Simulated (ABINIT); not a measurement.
# BSbSe3 (Pm-3m): zone-centre phonons, part 3 of 3

Aim: the zone-centre modes of BSbSe3 (Pm-3m).

ABINIT 10.8.3; DFT LDA, scalar-relativistic, plane waves, HGH norm-conserving pseudopotentials.

So far. Step 4 (Relaxation): The volume changes by -0.7 % in this run and stands +7.7 % from the first cell. Step 6 (Linear response at Γ): The acoustic modes at Γ come out as far as 4.0 cm⁻¹ from zero, where they should vanish, a small numerical error. The lowest optical mode is imaginary, 360i cm⁻¹, an instability at this level and on this k mesh. The relaxed cell has a = 4.474 Å (conventional setting).

The structure was built from a prototype and need not be the compound's stable phase.

## Step 7: Zone-centre analysis

anaddb reads the merged derivatives and imposes the acoustic sum rule.

File anaddb.abi:

```
ddb_filepath "gamma_DDB"
output_file "anaddb.abo"
outdata_prefix "anaddb"
asr 1
chneut 1
enunit 2
eivec 1
nph1l 1
qph1l 0.0 0.0 0.0 1.0
```

File mrgddb.in:

```
gamma_DDB
merged
2
dfpt_gammao_DDB
gso_DDB
```

The run is started by

```bash
$ mrgddb < mrgddb.in > mrgddb.log
$ OMP_NUM_THREADS=1 anaddb anaddb.abi > anaddb.log
```

anaddb.abo, the main output file:

```text
-outvars_anaddb: echo values of input variables ----------------------

 Miscellaneous information :
      enunit         2
       eivec         1
         asr         1
 First list of wavevector (reduced coord.) :
       nph1l         1
       qph1l
                     0.00000000E+00  0.00000000E+00  0.00000000E+00    1.000E+00

================================================================================

 read the DDB information and perform some checks

  ==== Info on the Cryst% object ====
 Real(R)+Recip(G) space primitive vectors, cartesian coordinates (Bohr,Bohr^-1):
 R(1)=  8.4554863  0.0000000  0.0000000  G(1)=  0.1182664  0.0000000  0.0000000
 R(2)=  0.0000000  8.4554863  0.0000000  G(2)=  0.0000000  0.1182664  0.0000000
 R(3)=  0.0000000  0.0000000  8.4554863  G(3)=  0.0000000  0.0000000  0.1182664
 Unit cell volume ucvol=  6.0452710E+02 bohr^3
 Angles (23,13,12)=  9.00000000E+01  9.00000000E+01  9.00000000E+01 degrees
 Time-reversal symmetry is present
 Reduced atomic positions [iatom, xred, symbol]:
    1)    0.0000000  0.0000000  0.0000000  Sb
    2)    0.5000000  0.5000000  0.5000000   B
    3)    0.5000000  0.5000000  0.0000000  Se
    4)    0.5000000  0.0000000  0.5000000  Se
    5)    0.0000000  0.5000000  0.5000000  Se

 DDB file with 3 blocks has been read.

================================================================================

 Treat the first list of vectors

  Phonon wavevector (reduced coordinates) :  0.00000  0.00000  0.00000
 Phonon energies in Hartree :
  -1.645888E-03 -1.645888E-03 -1.645888E-03 -3.337270E-04 -3.337270E-04
  -3.337270E-04  0.000000E+00  0.000000E+00  0.000000E+00  1.819825E-04
   1.819825E-04  1.819825E-04  7.217815E-04  7.217815E-04  7.217815E-04
 Phonon energies in meV     :
- -4.478689E+01 -4.478689E+01 -4.478689E+01 -9.081173E+00 -9.081173E+00
- -9.081173E+00  0.000000E+00  0.000000E+00  0.000000E+00  4.951997E+00
-  4.951997E+00  4.951997E+00  1.964067E+01  1.964067E+01  1.964067E+01
 Phonon frequencies in cm-1    :
- -3.612307E+02 -3.612307E+02 -3.612307E+02 -7.324460E+01 -7.324460E+01
- -7.324460E+01  0.000000E+00  0.000000E+00  0.000000E+00  3.994055E+01
-  3.994055E+01  3.994055E+01  1.584127E+02  1.584127E+02  1.584127E+02
 Phonon frequencies in Thz     :
- -1.082942E+01 -1.082942E+01 -1.082942E+01 -2.195818E+00 -2.195818E+00
- -2.195818E+00  0.000000E+00  0.000000E+00  0.000000E+00  1.197388E+00
-  1.197388E+00  1.197388E+00  4.749094E+00  4.749094E+00  4.749094E+00
 Phonon energies in Kelvin  :
- -5.197303E+02 -5.197303E+02 -5.197303E+02 -1.053826E+02 -1.053826E+02
- -1.053826E+02  0.000000E+00  0.000000E+00  0.000000E+00  5.746554E+01
-  5.746554E+01  5.746554E+01  2.279206E+02  2.279206E+02  2.279206E+02

 Eigendisplacements
 (will be given, for each mode : in cartesian coordinates
   for each atom the real part of the displacement vector,
   then the imaginary part of the displacement vector - absolute values smaller than 1.0d-7 are set to zero)
  Mode number    1   Energy   -1.645888E-03
 Attention : low frequency mode.
   (Could be unstable or acoustic mode)
-  1  0.00000000E+00  0.00000000E+00  2.75104170E-05
-     0.00000000E+00  0.00000000E+00  0.00000000E+00
-  2  0.00000000E+00  0.00000000E+00  6.86665112E-03
-     0.00000000E+00  0.00000000E+00  0.00000000E+00
-  3  0.00000000E+00  0.00000000E+00 -6.62985228E-04
-     0.00000000E+00  0.00000000E+00  0.00000000E+00
-  4  0.00000000E+00  0.00000000E+00 -1.59798737E-04
-     0.00000000E+00  0.00000000E+00  0.00000000E+00
-  5  0.00000000E+00  0.00000000E+00 -1.59798737E-04
-     0.00000000E+00  0.00000000E+00  0.00000000E+00
  Mode number    2   Energy   -1.645888E-03
 Attention : low frequency mode.
   (Could be unstable or acoustic mode)
-  1  0.00000000E+00  2.75104169E-05  0.00000000E+00
-     0.00000000E+00  0.00000000E+00  0.00000000E+00
-  2  2.68796851E-07  6.86665112E-03  0.00000000E+00
-     0.00000000E+00  0.00000000E+00  0.00000000E+00
-  3  0.00000000E+00 -1.59798737E-04  0.00000000E+00
-     0.00000000E+00  0.00000000E+00  0.00000000E+00
-  4  0.00000000E+00 -6.62985228E-04  0.00000000E+00
-     0.00000000E+00  0.00000000E+00  0.00000000E+00
-  5  0.00000000E+00 -1.59798737E-04  0.00000000E+00
-     0.00000000E+00  0.00000000E+00  0.00000000E+00
  Mode number    3   Energy   -1.645888E-03
 Attention : low frequency mode.
   (Could be unstable or acoustic mode)
-  1  2.75104169E-05  0.00000000E+00  0.00000000E+00
-     0.00000000E+00  0.00000000E+00  0.00000000E+00
-  2  6.86665112E-03 -2.68796851E-07  0.00000000E+00
-     0.00000000E+00  0.00000000E+00  0.00000000E+00
-  3 -1.59798737E-04  0.00000000E+00  0.00000000E+00
-     0.00000000E+00  0.00000000E+00  0.00000000E+00
-  4 -1.59798737E-04  0.00000000E+00  0.00000000E+00
-     0.00000000E+00  0.00000000E+00  0.00000000E+00
-  5 -6.62985228E-04  0.00000000E+00  0.00000000E+00
-     0.00000000E+00  0.00000000E+00  0.00000000E+00
  Mode number    4   Energy   -3.337270E-04
 Attention : low frequency mode.
   (Could be unstable or acoustic mode)
-  1  0.00000000E+00  0.00000000E+00  1.73340472E-03
-     0.00000000E+00  0.00000000E+00  0.00000000E+00
-  2  0.00000000E+00  0.00000000E+00 -8.82977932E-04
-     0.00000000E+00  0.00000000E+00  0.00000000E+00
-  3  0.00000000E+00  0.00000000E+00 -6.93257259E-04
-     0.00000000E+00  0.00000000E+00  0.00000000E+00
-  4  0.00000000E+00  0.00000000E+00 -9.29275346E-04
-     0.00000000E+00  0.00000000E+00  0.00000000E+00
-  5  0.00000000E+00  0.00000000E+00 -9.29275346E-04
-     0.00000000E+00  0.00000000E+00  0.00000000E+00
  Mode number    5   Energy   -3.337270E-04
 Attention : low frequency mode.
   (Could be unstable or acoustic mode)
-  1  0.00000000E+00 -1.73340472E-03  0.00000000E+00
-     0.00000000E+00  0.00000000E+00  0.00000000E+00
-  2  0.00000000E+00  8.82977932E-04  0.00000000E+00
-     0.00000000E+00  0.00000000E+00  0.00000000E+00
-  3  0.00000000E+00  9.29275346E-04  0.00000000E+00
-     0.00000000E+00  0.00000000E+00  0.00000000E+00
-  4  0.00000000E+00  6.93257259E-04  0.00000000E+00
-     0.00000000E+00  0.00000000E+00  0.00000000E+00
-  5  0.00000000E+00  9.29275346E-04  0.00000000E+00
-     0.00000000E+00  0.00000000E+00  0.00000000E+00
  Mode number    6   Energy   -3.337270E-04
 Attention : low frequency mode.
   (Could be unstable or acoustic mode)
-  1  1.73340472E-03  0.00000000E+00  0.00000000E+00
-     0.00000000E+00  0.00000000E+00  0.00000000E+00
-  2 -8.82977932E-04  0.00000000E+00  0.00000000E+00
-     0.00000000E+00  0.00000000E+00  0.00000000E+00
-  3 -9.29275346E-04  0.00000000E+00  0.00000000E+00
-     0.00000000E+00  0.00000000E+00  0.00000000E+00
-  4 -9.29275346E-04  0.00000000E+00  0.00000000E+00
-     0.00000000E+00  0.00000000E+00  0.00000000E+00
-  5 -6.93257259E-04  0.00000000E+00  0.00000000E+00
-     0.00000000E+00  0.00000000E+00  0.00000000E+00
  Mode number    7   Energy    0.000000E+00
 Attention : low frequency mode.
   (Could be unstable or acoustic mode)
-  1  0.00000000E+00  0.00000000E+00  1.21851517E-03
-     0.00000000E+00  0.00000000E+00  0.00000000E+00
-  2  0.00000000E+00  0.00000000E+00  1.21857966E-03
-     0.00000000E+00  0.00000000E+00  0.00000000E+00
-  3  0.00000000E+00  0.00000000E+00  1.21858057E-03
-     0.00000000E+00  0.00000000E+00  0.00000000E+00
-  4  0.00000000E+00  0.00000000E+00  1.21857454E-03
-     0.00000000E+00  0.00000000E+00  0.00000000E+00
-  5  0.00000000E+00  0.00000000E+00  1.21857454E-03
-     0.00000000E+00  0.00000000E+00  0.00000000E+00
  Mode number    8   Energy    0.000000E+00
 Attention : low frequency mode.
   (Could be unstable or acoustic mode)
-  1  0.00000000E+00 -1.21851517E-03  0.00000000E+00
-     0.00000000E+00  0.00000000E+00  0.00000000E+00
-  2  0.00000000E+00 -1.21857966E-03  0.00000000E+00
-     0.00000000E+00  0.00000000E+00  0.00000000E+00
-  3  0.00000000E+00 -1.21857454E-03  0.00000000E+00
-     0.00000000E+00  0.00000000E+00  0.00000000E+00
-  4  0.00000000E+00 -1.21858057E-03  0.00000000E+00
-     0.00000000E+00  0.00000000E+00  0.00000000E+00
-  5  0.00000000E+00 -1.21857454E-03  0.00000000E+00
-     0.00000000E+00  0.00000000E+00  0.00000000E+00
  Mode number    9   Energy    0.000000E+00
 Attention : low frequency mode.
   (Could be unstable or acoustic mode)
-  1  1.21851517E-03  0.00000000E+00  0.00000000E+00
-     0.00000000E+00  0.00000000E+00  0.00000000E+00
-  2  1.21857966E-03  0.00000000E+00  0.00000000E+00
-     0.00000000E+00  0.00000000E+00  0.00000000E+00
-  3  1.21857454E-03  0.00000000E+00  0.00000000E+00
-     0.00000000E+00  0.00000000E+00  0.00000000E+00
-  4  1.21857454E-03  0.00000000E+00  0.00000000E+00
-     0.00000000E+00  0.00000000E+00  0.00000000E+00
-  5  1.21858057E-03  0.00000000E+00  0.00000000E+00
-     0.00000000E+00  0.00000000E+00  0.00000000E+00
  Mode number   10   Energy    1.819825E-04
-  1  0.00000000E+00  0.00000000E+00  0.00000000E+00
-     0.00000000E+00  0.00000000E+00  0.00000000E+00
-  2  0.00000000E+00  0.00000000E+00  0.00000000E+00
-     0.00000000E+00  0.00000000E+00  0.00000000E+00
-  3  0.00000000E+00  0.00000000E+00  0.00000000E+00
-     0.00000000E+00  0.00000000E+00  0.00000000E+00
-  4  0.00000000E+00  0.00000000E+00  1.86380890E-03
-     0.00000000E+00  0.00000000E+00  0.00000000E+00
-  5  0.00000000E+00  0.00000000E+00 -1.86380890E-03
-     0.00000000E+00  0.00000000E+00  0.00000000E+00
  Mode number   11   Energy    1.819825E-04
-  1  0.00000000E+00  0.00000000E+00  0.00000000E+00
-     0.00000000E+00  0.00000000E+00  0.00000000E+00
-  2  0.00000000E+00  0.00000000E+00  0.00000000E+00
-     0.00000000E+00  0.00000000E+00  0.00000000E+00
-  3  0.00000000E+00 -1.86380890E-03  0.00000000E+00
-     0.00000000E+00  0.00000000E+00  0.00000000E+00
-  4  0.00000000E+00  0.00000000E+00  0.00000000E+00
-     0.00000000E+00  0.00000000E+00  0.00000000E+00
-  5  0.00000000E+00  1.86380890E-03  0.00000000E+00
-     0.00000000E+00  0.00000000E+00  0.00000000E+00
  Mode number   12   Energy    1.819825E-04
-  1  0.00000000E+00  0.00000000E+00  0.00000000E+00
-     0.00000000E+00  0.00000000E+00  0.00000000E+00
-  2  0.00000000E+00  0.00000000E+00  0.00000000E+00
-     0.00000000E+00  0.00000000E+00  0.00000000E+00
-  3  1.86380890E-03  0.00000000E+00  0.00000000E+00
-     0.00000000E+00  0.00000000E+00  0.00000000E+00
-  4 -1.86380890E-03  0.00000000E+00  0.00000000E+00
-     0.00000000E+00  0.00000000E+00  0.00000000E+00
-  5  0.00000000E+00  0.00000000E+00  0.00000000E+00
-     0.00000000E+00  0.00000000E+00  0.00000000E+00
  Mode number   13   Energy    7.217815E-04
-  1  0.00000000E+00  0.00000000E+00  1.24301376E-04
-     0.00000000E+00  0.00000000E+00  0.00000000E+00
-  2  0.00000000E+00  0.00000000E+00 -1.15207185E-03
-     0.00000000E+00  0.00000000E+00  0.00000000E+00
-  3  0.00000000E+00  0.00000000E+00 -2.13130795E-03
-     0.00000000E+00  0.00000000E+00  0.00000000E+00
-  4  0.00000000E+00  0.00000000E+00  1.04869986E-03
-     0.00000000E+00  0.00000000E+00  0.00000000E+00
-  5  0.00000000E+00  0.00000000E+00  1.04869986E-03
-     0.00000000E+00  0.00000000E+00  0.00000000E+00
  Mode number   14   Energy    7.217815E-04
-  1  0.00000000E+00 -1.24301376E-04  0.00000000E+00
-     0.00000000E+00  0.00000000E+00  0.00000000E+00
-  2  0.00000000E+00  1.15207185E-03  0.00000000E+00
-     0.00000000E+00  0.00000000E+00  0.00000000E+00
-  3  0.00000000E+00 -1.04869986E-03  0.00000000E+00
-     0.00000000E+00  0.00000000E+00  0.00000000E+00
-  4  0.00000000E+00  2.13130795E-03  0.00000000E+00
-     0.00000000E+00  0.00000000E+00  0.00000000E+00
-  5  0.00000000E+00 -1.04869986E-03  0.00000000E+00
-     0.00000000E+00  0.00000000E+00  0.00000000E+00
  Mode number   15   Energy    7.217815E-04
-  1  1.24301376E-04  0.00000000E+00  0.00000000E+00
-     0.00000000E+00  0.00000000E+00  0.00000000E+00
-  2 -1.15207185E-03  0.00000000E+00  0.00000000E+00
-     0.00000000E+00  0.00000000E+00  0.00000000E+00
-  3  1.04869986E-03  0.00000000E+00  0.00000000E+00
-     0.00000000E+00  0.00000000E+00  0.00000000E+00
-  4  1.04869986E-03  0.00000000E+00  0.00000000E+00
-     0.00000000E+00  0.00000000E+00  0.00000000E+00
-  5 -2.13130795E-03  0.00000000E+00  0.00000000E+00
-     0.00000000E+00  0.00000000E+00  0.00000000E+00

 Analysis of degeneracies and characters (maximum tolerance=1.00E-06 a.u.)
 For each vibration mode, or group of modes if degenerate,
 the characters are given for each symmetry operation (see the list in the log file).
 Symmetry characters of vibration mode #   1
       degenerate with vibration modes #   2 to    3
  3.0 -3.0 -1.0  1.0 -1.0  1.0 -1.0  1.0  1.0 -1.0 -1.0  1.0  1.0 -1.0 -1.0  1.0
  0.0 -0.0  0.0 -0.0 -0.0  0.0 -0.0  0.0  1.0 -1.0 -1.0  1.0 -1.0  1.0  1.0 -1.0
  0.0 -0.0 -0.0  0.0 -0.0  0.0  0.0 -0.0  1.0 -1.0  1.0 -1.0 -1.0  1.0 -1.0  1.0
 Symmetry characters of vibration mode #   4
       degenerate with vibration modes #   5 to    6
  3.0 -3.0 -1.0  1.0 -1.0  1.0 -1.0  1.0  1.0 -1.0 -1.0  1.0  1.0 -1.0 -1.0  1.0
  0.0 -0.0  0.0 -0.0 -0.0  0.0 -0.0  0.0  1.0 -1.0 -1.0  1.0 -1.0  1.0  1.0 -1.0
  0.0 -0.0 -0.0  0.0 -0.0  0.0  0.0 -0.0  1.0 -1.0  1.0 -1.0 -1.0  1.0 -1.0  1.0
 Symmetry characters of vibration mode #   7
       degenerate with vibration modes #   8 to    9
  3.0 -3.0 -1.0  1.0 -1.0  1.0 -1.0  1.0  1.0 -1.0 -1.0  1.0  1.0 -1.0 -1.0  1.0
  0.0 -0.0  0.0 -0.0 -0.0  0.0 -0.0  0.0  1.0 -1.0 -1.0  1.0 -1.0  1.0  1.0 -1.0
  0.0 -0.0 -0.0  0.0 -0.0  0.0  0.0 -0.0  1.0 -1.0  1.0 -1.0 -1.0  1.0 -1.0  1.0
 Symmetry characters of vibration mode #  10
       degenerate with vibration modes #  11 to   12
  3.0 -3.0 -1.0  1.0 -1.0  1.0 -1.0  1.0 -1.0  1.0  1.0 -1.0 -1.0  1.0  1.0 -1.0
 -0.0  0.0 -0.0  0.0  0.0 -0.0  0.0 -0.0 -1.0  1.0  1.0 -1.0  1.0 -1.0 -1.0  1.0
 -0.0  0.0  0.0 -0.0  0.0 -0.0 -0.0  0.0 -1.0  1.0 -1.0  1.0  1.0 -1.0  1.0 -1.0
 Symmetry characters of vibration mode #  13
       degenerate with vibration modes #  14 to   15
  3.0 -3.0 -1.0  1.0 -1.0  1.0 -1.0  1.0  1.0 -1.0 -1.0  1.0  1.0 -1.0 -1.0  1.0
 -0.0  0.0 -0.0  0.0 -0.0  0.0  0.0 -0.0  1.0 -1.0 -1.0  1.0 -1.0  1.0  1.0 -1.0
 -0.0  0.0 -0.0  0.0  0.0 -0.0 -0.0  0.0  1.0 -1.0  1.0 -1.0 -1.0  1.0 -1.0  1.0
-
```

It took 0.51 s on 1 thread of Arm Neoverse V1, shared host.

Read from the output:

- lowest optical zone-centre mode: -361.2 cm⁻¹

No LO-TO term; unit eigenvectors of the mass-weighted matrix, from anaddb's displacements. Modes at Γ, with each element's share of the kinetic energy (negative means imaginary):

| mode | frequency (cm⁻¹) | symmetry | Sb % | B % | Se % |
| --- | --- | --- | --- | --- | --- |
| 1 | -361.2 | T1u | 0 | 93 | 7 |
| 2 | -361.2 | T1u | 0 | 93 | 7 |
| 3 | -361.2 | T1u | 0 | 93 | 7 |
| 4 | -73.2 | T1u | 67 | 2 | 32 |
| 5 | -73.2 | T1u | 67 | 2 | 32 |
| 6 | -73.2 | T1u | 67 | 2 | 32 |
| 7 | 0.0 | acoustic | 33 | 3 | 64 |
| 8 | 0.0 | acoustic | 33 | 3 | 64 |
| 9 | 0.0 | acoustic | 33 | 3 | 64 |
| 10 | 39.9 | T2u | 0 | 0 | 100 |
| 11 | 39.9 | T2u | 0 | 0 | 100 |
| 12 | 39.9 | T2u | 0 | 0 | 100 |
| 13 | 158.4 | T1u | 0 | 3 | 97 |
| 14 | 158.4 | T1u | 0 | 3 | 97 |
| 15 | 158.4 | T1u | 0 | 3 | 97 |

Displacements in mode 1 (-361.2 cm⁻¹), the largest set to 1:
```
Sb1  0.00  0.00  0.00
B2   0.00  0.00  1.00
Se3  0.00  0.00 -0.10
Se4  0.00  0.00 -0.02
Se5  0.00  0.00 -0.02
```

Displacements in mode 13 (158.4 cm⁻¹), the largest set to 1:
```
Sb1  0.00  0.00  0.06
B2   0.00  0.00 -0.54
Se3  0.00  0.00 -1.00
Se4  0.00  0.00  0.49
Se5  0.00  0.00  0.49
```

The rule also moves an optical mode by 1.3 cm⁻¹.

## Step 8: What came out

```yaml
space_group_after_relaxation: Pm-3m
volume_per_atom: 17.9 Å³
highest_optical_zone_centre_mode_no_lo_to_term: 158.4 cm⁻¹
lowest_optical_zone_centre_mode: -361.2 cm⁻¹
imaginary_optical_modes_at_the_zone_centre_no_q_mesh_in_this_session: yes
```

At the LDA level the optical modes of BSbSe3 (Pm-3m) at the zone centre run from 361i to 158 cm⁻¹, so the structure is a saddle point, with 6 modes beyond 10i cm⁻¹ there. These are harmonic frequencies at zero temperature: anharmonic shifts and linewidths and thermal expansion are left out. Spin-orbit coupling is left out, which can matter for the heavy elements here. The HGH files keep few electrons and have no core correction, which is cheap but rough for Sb. In a metal the frequencies hang on the k mesh and the smearing, most of all near Kohn anomalies. The structure is a hypothetical one, built on a prototype.

[Host names and launcher messages were left out of these logs when they were recorded.]

[Logs are printed without paths, hosts, clocks, repeated set-up lines and the standing remarks that a program may print on its own settings, such as how far it seeks lower states.]

[Hosts, paths, dates, database ids (printed as entryN), source tags and the programs' standing remarks are cut or masked in the printed files.]
